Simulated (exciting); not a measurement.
# C3N4: the C K edge from the Bethe–Salpeter equation

How far do the exchange and direct terms reshape the C K edge of C3N4?

Program: exciting sodium. Level of theory: X-ray absorption, core-level Bethe-Salpeter equation, exchange and statically screened direct term, Tamm-Dancoff, all-electron LAPW+lo LDA. Results are calculated unless marked as measured.

Report form: the programs' logs are mostly left out.

### Step 1. Set-up

It takes space group R3m (No. 160, trigonal). The conventional cell has a = 4.784 Å, b = 4.784 Å, c = 10.707 Å, α = 90.00°, β = 90.00°, γ = 120.00°. N has 2 C at 1.33 Å nearest. N has 3 C at 1.46 Å nearest. Nearest to C lie 3 N at 1.33 to 1.46 Å. Farther neighbours and most contacts between anions are not listed.

Coordinates:

```cif
data_structure
_symmetry_space_group_name_H-M 'R3m:H'
_symmetry_Int_Tables_number 160
_cell_length_a 4.7844
_cell_length_b 4.7844
_cell_length_c 10.7067
_cell_angle_alpha 90.000
_cell_angle_beta 90.000
_cell_angle_gamma 120.000
_cell_volume 212.25
loop_
_atom_site_label
_atom_site_type_symbol
_atom_site_symmetry_multiplicity
_atom_site_Wyckoff_symbol
_atom_site_fract_x
_atom_site_fract_y
_atom_site_fract_z
_atom_site_occupancy
N1 N 9 b 0.17014 0.82986 0.99998 1
N2 N 3 a 0.33333 0.66667 0.33227 1
C1 C 9 b 0.01951 0.50975 0.99982 1
```

Differences between curves are given as r.m.s. difference over r.m.s. height.

### Step 2. Ground state

The species files are the program's own, with muffin-tin radii set in the input.

input.xml

```
<input>
  <title>C3N4</title>
  <structure speciespath="." autormt="false" epslat="1.0e-5">
    <crystal>
      <basevect>4.5206347971 2.6099897170 6.7442307379</basevect>
      <basevect>-4.5206347971 2.6099897170 6.7442307379</basevect>
      <basevect>0.0000000000 -5.2199794341 6.7442307379</basevect>
    </crystal>
    <species speciesfile="N.xml" rmt="1.216">
      <atom coord="0.1701150000 0.6597020000 0.1701150000"/>
      <atom coord="0.6656050000 0.6656050000 0.6656050000"/>
      <atom coord="0.1701150000 0.1701150000 0.6597020000"/>
      <atom coord="0.6597020000 0.1701150000 0.1701150000"/>
    </species>
    <species speciesfile="C.xml" rmt="1.216">
      <atom coord="0.0193280000 0.4900670000 0.4900670000"/>
      <atom coord="0.4900670000 0.0193280000 0.4900670000"/>
      <atom coord="0.4900670000 0.4900670000 0.0193280000"/>
    </species>
  </structure>
  <groundstate do="fromscratch" xctype="LDA_PW" ngridk="4 4 4" rgkmax="6.5" gmaxvr="14" nempty="8" swidth="0.001" maxscl="100" epsengy="1e-5"/>
</input>
```

On the command line:

```bash
> OMP_NUM_THREADS=1 mpirun -n 2 exciting
```

Wall time 7.7 min (2 MPI ranks of Arm Neoverse V1, shared host).

The mesh shows a gap of 1.29 eV. Core levels (Dirac, from the valence top):

```tsv
atom	level	energy (eV)
N	1s1/2	-373.1
C	1s1/2	-265.4
```

### Step 3. A richer basis for the empty states

Each species file gets more local orbitals, built from u and its energy derivative at 0.15 Ha and u at 0.9 Ha.

input.xml is that of step 2.

SPECIES.xml, added lines

```
<lo l="L">  <!-- L = 0, 1, 2 -->
  <wf matchingOrder="0" trialEnergy="0.1500" searchE="false"/>
  <wf matchingOrder="1" trialEnergy="0.1500" searchE="false"/>
  <wf matchingOrder="0" trialEnergy="0.9000" searchE="false"/>
</lo>
```

On the command line:

```bash
> OMP_NUM_THREADS=1 mpirun -n 2 exciting
```

Elapsed: 8.2 min, on 2 MPI ranks.

Against the first ground state the total energy moves by -3 meV an atom and the gap by 0.00 eV.

### Step 4. Screening, kernels and BSE for C atom 5

The absorber has nearest neighbours 2 N at 1.33 Å and 1 N at 1.46 Å (site symmetry m).

input.xml, as its differences from that of step 3:

```diff
@@ -20,3 +20,20 @@
   </structure>
-  <groundstate do="fromscratch" xctype="LDA_PW" ngridk="4 4 4" rgkmax="6.5" gmaxvr="14" nempty="8" swidth="0.001" maxscl="100" epsengy="1e-5"/>
+  <groundstate do="skip" xctype="LDA_PW" ngridk="4 4 4" rgkmax="6.5" gmaxvr="14" nempty="8" swidth="0.001" maxscl="100" epsengy="1e-5"/>
+  <xs xstype="BSE" ngridk="3 3 3" ngridq="3 3 3" vkloff="0.097 0.273 0.493" rgkmax="6.5" nempty="30" gqmax="3" lmaxapwwf="5" lmaxemat="2" broad="0.01654" tevout="true">
+    <energywindow intv="9.360 10.977" points="439"/>
+    <screening screentype="full" nempty="51"/>
+    <BSE xas="true" xasspecies="2" xasatom="1" xasedge="K" bsetype="singlet" nstlxas="1 26"/>
+    <qpointset>
+      <qpoint>0 0 0</qpoint>
+    </qpointset>
+    <plan>
+      <doonly task="xsgeneigvec"/>
+      <doonly task="writepmatxs"/>
+      <doonly task="scrgeneigvec"/>
+      <doonly task="scrwritepmat"/>
+      <doonly task="screen"/>
+      <doonly task="scrcoulint"/>
+      <doonly task="exccoulint"/>
+    </plan>
+  </xs>
 </input>
```

input.xml for the last start (plan only)

```
  <plan>
    <doonly task="bse"/>
  </plan>
```

On the command line:

```bash
> OMP_NUM_THREADS=1 mpirun -n 2 exciting
> OMP_NUM_THREADS=2 exciting
```

Run time: 16 min. Hardware: 2 MPI ranks.

Wall time by task: xsgeneigvec 52 s, writepmatxs 6.8 s, scrgeneigvec 52 s, scrwritepmat 6.9 s, screen 3.9 min, scrcoulint 4.5 min, exccoulint 5.1 min, bse 3.3 s.

The C K spectrum of C atom 5 (energy from the Kohn–Sham onset, core level to the lowest empty state found on the meshes used, 266.69 eV; the ground-state mesh sets it, and the shifted mesh has its lowest transition 0.14 eV above it; Im ε scaled to the maximum of the singlet run; cut below the end of the band set):

```tsv
E (eV)	isotropic	ε ⊥ c	ε ∥ c
-6.5	0.02	0.01	0.05
-6.0	0.03	0.01	0.07
-5.5	0.04	0.01	0.09
-5.0	0.05	0.01	0.14
-4.5	0.08	0.01	0.23
-4.0	0.16	0.01	0.46
-3.5	0.40	0.01	1.18
-3.0	0.98	0.02	2.90
-2.5	0.53	0.02	1.54
-2.0	0.21	0.02	0.57
-1.5	0.12	0.03	0.28
-1.0	0.09	0.04	0.18
-0.5	0.09	0.06	0.16
0.0	0.12	0.09	0.17
0.5	0.18	0.16	0.21
1.0	0.32	0.36	0.24
1.5	0.64	0.86	0.19
2.0	0.49	0.64	0.18
2.5	0.35	0.39	0.28
3.0	0.48	0.53	0.40
3.5	0.48	0.63	0.18
4.0	0.42	0.57	0.11
4.5	0.41	0.57	0.10
5.0	0.33	0.45	0.09
5.5	0.32	0.43	0.09
6.0	0.30	0.41	0.09
6.5	0.26	0.33	0.10
7.0	0.26	0.32	0.14
7.5	0.28	0.35	0.14
8.0	0.29	0.36	0.14
8.5	0.35	0.47	0.12
9.0	0.36	0.50	0.10
9.5	0.30	0.40	0.10
10.0	0.25	0.34	0.08
10.5	0.19	0.25	0.06
11.0	0.16	0.21	0.06
11.5	0.15	0.18	0.07
12.0	0.14	0.17	0.08
12.5	0.15	0.18	0.08
13.0	0.15	0.19	0.07
13.5	0.16	0.21	0.08
14.0	0.16	0.20	0.07
14.5	0.17	0.22	0.08
15.0	0.19	0.24	0.07
15.5	0.21	0.28	0.07
16.0	0.17	0.21	0.08
16.5	0.12	0.14	0.08
17.0	0.11	0.11	0.09
17.5	0.10	0.10	0.10
```

Maxima (height): -3.0 eV (1.00), 1.6 eV (0.66), 3.2 eV (0.52), 5.8 eV (0.33), 8.8 eV (0.39) and 15.6 eV (0.21).

The Hamiltonian has 1404 rows. The lowest groups of eigenvalues and the brightest ones, on the scale above (the program counts from the shifted mesh's onset, 0.14 eV higher). Core spinors bring spin-forbidden partners, so dark means forbidden by spin or by symmetry, and the shifted mesh splits states that symmetry would keep together:

```tsv
energy (eV)	states within 10 meV	relative strength
-3.185	1	dark
-2.939	1	1.00
-1.252	2	1.3e-4
-0.597	2	7.7e-4
-0.486	2	0.0023
-0.404	2	7.9e-4
1.570	1	0.47
1.919	3	0.095
2.871	1	0.079
3.285	1	0.23
4.092	1	0.066
8.663	1	0.080
```

### Step 5. Independent particles

input.xml, as its differences from that of step 4:

```diff
@@ -24,3 +24,3 @@
     <screening screentype="full" nempty="51"/>
-    <BSE xas="true" xasspecies="2" xasatom="1" xasedge="K" bsetype="singlet" nstlxas="1 26"/>
+    <BSE xas="true" xasspecies="2" xasatom="1" xasedge="K" bsetype="IP" nstlxas="1 26"/>
     <qpointset>
@@ -29,9 +29,3 @@
     <plan>
-      <doonly task="xsgeneigvec"/>
-      <doonly task="writepmatxs"/>
-      <doonly task="scrgeneigvec"/>
-      <doonly task="scrwritepmat"/>
-      <doonly task="screen"/>
-      <doonly task="scrcoulint"/>
-      <doonly task="exccoulint"/>
+      <doonly task="bse"/>
     </plan>
```

On the command line:

```bash
> OMP_NUM_THREADS=2 exciting
```

The job ended after 1.5 s (2 threads).

Maxima (height): 0.6 eV (0.38), 5.5 eV (0.51), 7.8 eV (0.35), 8.6 eV (0.33) and 12.1 eV (0.38); 4 lower ones aren't listed. Against the singlet run the r.m.s. difference is 73 %. Moving the earlier curve by +3.8 eV leaves 39 %. The highest maximum lies at 5.5 eV (0.51), against -3.0 eV (1.00).

### Step 6. Exchange alone

input.xml, as its differences from that of step 5:

```diff
@@ -24,3 +24,3 @@
     <screening screentype="full" nempty="51"/>
-    <BSE xas="true" xasspecies="2" xasatom="1" xasedge="K" bsetype="IP" nstlxas="1 26"/>
+    <BSE xas="true" xasspecies="2" xasatom="1" xasedge="K" bsetype="RPA" nstlxas="1 26"/>
     <qpointset>
```

On the command line:

```bash
> OMP_NUM_THREADS=2 exciting
```

Wall time 4.5 s (2 threads).

Maxima (height): 0.8 eV (0.34), 5.5 eV (0.49), 7.9 eV (0.34), 8.6 eV (0.34) and 12.2 eV (0.38); 4 lower ones aren't listed. Against the independent-particle run the r.m.s. difference is 7 %.

### Step 7. Another input

In this try the input is made faulty on purpose, to show what that does.

input.xml, as its differences from that of step 6:

```diff
@@ -21,6 +21,6 @@
   <groundstate do="skip" xctype="LDA_PW" ngridk="4 4 4" rgkmax="6.5" gmaxvr="14" nempty="8" swidth="0.001" maxscl="100" epsengy="1e-5"/>
-  <xs xstype="BSE" ngridk="3 3 3" ngridq="3 3 3" vkloff="0.097 0.273 0.493" rgkmax="6.5" nempty="30" gqmax="3" lmaxapwwf="5" lmaxemat="2" broad="0.01654" tevout="true">
+  <xs xstype="BSE" ngridk="3 3 3" ngridq="3 3 3" vkloff="0.097 0.273 0.493" rgkmax="6.5" nempty="30" gqmax="0.6" lmaxapwwf="5" lmaxemat="2" broad="0.01654" tevout="true">
     <energywindow intv="9.360 10.977" points="439"/>
     <screening screentype="full" nempty="51"/>
-    <BSE xas="true" xasspecies="2" xasatom="1" xasedge="K" bsetype="RPA" nstlxas="1 26"/>
+    <BSE xas="true" xasspecies="2" xasatom="1" xasedge="K" bsetype="singlet" nstlxas="1 26"/>
     <qpointset>
@@ -29,3 +29,6 @@
     <plan>
-      <doonly task="bse"/>
+      <doonly task="xsgeneigvec"/>
+      <doonly task="screen"/>
+      <doonly task="scrcoulint"/>
+      <doonly task="exccoulint"/>
     </plan>
```

input.xml for the last start (plan only)

```
  <plan>
    <doonly task="bse"/>
  </plan>
```

On the command line:

```bash
> OMP_NUM_THREADS=1 mpirun -n 2 exciting
> OMP_NUM_THREADS=2 exciting
```

It took 4.3 min on 2 MPI ranks.

The input has a fault: the cutoff of the kernels is far too low. Against the singlet run the r.m.s. difference is 72 %. Moving the earlier curve by +1.8 eV leaves 31 %. The highest maximum lies at -1.3 eV (0.65), against -3.0 eV (1.00). The first bright state moves from -2.94 to -1.23 eV. The kernels miss the short-range part of the Coulomb interaction, its components above their cutoff.

```tsv
E (eV)	first run	this run
-6.0	0.03	0.01
-5.0	0.05	0.01
-4.0	0.16	0.02
-3.0	0.98	0.05
-2.0	0.21	0.18
-1.0	0.09	0.52
0.0	0.12	0.14
1.0	0.32	0.14
2.0	0.49	0.15
3.0	0.48	0.29
4.0	0.42	0.46
5.0	0.33	0.33
6.0	0.30	0.30
7.0	0.26	0.34
8.0	0.29	0.32
9.0	0.36	0.26
10.0	0.25	0.32
11.0	0.16	0.35
12.0	0.14	0.25
13.0	0.15	0.21
14.0	0.16	0.22
15.0	0.19	0.23
16.0	0.17	0.32
17.0	0.11	0.31
```

### Step 8. From independent particles to the full kernel

```tsv
level	curve passes 0.15 (eV)	highest maximum (eV)	its height
IP	0.0	5.5	0.51
RPA	0.1	5.5	0.49
singlet	-4.0	-3.0	1.00
```

```tsv
E (eV)	IP	RPA	singlet
-6.0	0.01	0.01	0.03
-5.0	0.01	0.01	0.05
-4.0	0.01	0.01	0.16
-3.0	0.01	0.01	0.98
-2.0	0.02	0.02	0.21
-1.0	0.04	0.03	0.09
0.0	0.16	0.12	0.12
1.0	0.32	0.31	0.32
2.0	0.21	0.20	0.49
3.0	0.17	0.18	0.48
4.0	0.11	0.10	0.42
5.0	0.34	0.29	0.33
6.0	0.42	0.41	0.30
7.0	0.30	0.28	0.26
8.0	0.34	0.33	0.29
9.0	0.28	0.29	0.36
10.0	0.32	0.31	0.25
11.0	0.30	0.29	0.16
12.0	0.38	0.37	0.14
13.0	0.30	0.31	0.15
14.0	0.26	0.27	0.16
15.0	0.25	0.26	0.19
16.0	0.26	0.27	0.17
17.0	0.21	0.21	0.11
```

### Step 9. Summary of results

```
absorber and edge   : C K, atom 5
surroundings        : nearest neighbours 2 N at 1.33 Å and 1 N at 1.46 Å (site symmetry m)
first bright state  : -2.94 eV from the Kohn–Sham onset, on this mesh
highest maximum     : -3.0 eV
cost of the BSE run : 16 min on 2 MPI ranks of Arm Neoverse V1, shared host; the last task ran on as many threads
```

What this shows: Is a core exciton bound? Yes on this mesh: the first bright state (over 5 % of the brightest) lies at -2.94 eV from the Kohn–Sham onset and at -3.08 eV from the lowest bare transition of its own mesh; weaker or dark states reach down to -3.19 eV. Exchange alone changes the independent-particle spectrum by 7 % r.m.s. A mesh of 27 points doesn't converge binding energies, and fine structure above the first lines is partly noise of the mesh. The kernel cutoff is low for a compact core orbital, so the effect of exchange is a lower bound. The zero comes from the unshifted 4×4×4 ground-state mesh; it is exact only where the band minimum lies on that mesh. The Kohn–Sham onset, 267 eV, is no photon energy (tabulated edge of the element: 284.2 eV): the scale needs a rigid shift. No quasiparticle correction widens the gap or stretches the bands. Vibrations and energy-dependent lifetimes are left out. The structure is a Materials Project entry, computed there, and may be a hypothetical form.

[Logs are printed without paths, hosts, clocks, repeated set-up lines and the standing remarks that a program may print on its own settings, such as how far it seeks lower states.]

[Hosts, paths, dates, database ids (printed as entryN), source tags and the programs' standing remarks are cut or masked in the printed files.]
